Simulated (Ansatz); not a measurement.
Rows from a G0W0 calculation on Ge2H (hydrogen-terminated (111) film, 4 layers) (Ansatz 0.2.0; G0W0 on PBEsol, plane waves, PAW; PAW set soft_1; 6×6×1 mesh, 309 empty bands, screening to 41 eV, PAW set soft_1 files), in eV. Spin-orbit coupling is left out.

```csv
row,k,band,start,Σx,Σc at the solution,Vxc
A,Γ,c2,-3.484,-10.908,-3.129,-14.884
B,Γ,v1,-4.542,-15.341,1.093,-14.245
C,Γ,c1,-3.831,-10.199,-3.062,-13.951
```

Question: Give the quasiparticle energies and the shift of each level.

The quasiparticle equation reads E = start + Σx + Σc(E) − Vxc.

```csv
row,E (eV),shift (eV)
A,-2.637,+0.847
B,-4.544,−0.002
C,-3.140,+0.691
```

Limits: not at the basis limit; coarse mesh for a sheet; no spin-orbit coupling.

[Paths, hosts, dates, memory and timing lines, banners, echoed tables and standing remarks are left out of the program output.]

[Logs are printed without paths, hosts, clocks, repeated set-up lines and the standing remarks that a program may print on its own settings, such as how far it seeks lower states.]

[Runs of the session that timed out or met a known fault of the program may be left out.]

[Cells called generated may have been cut or substituted from an entry of the Crystallography Open Database or the Materials Project.]

[Hosts, paths, dates, database ids (printed as entryN), source tags and the programs' standing remarks are cut or masked in the printed files.]
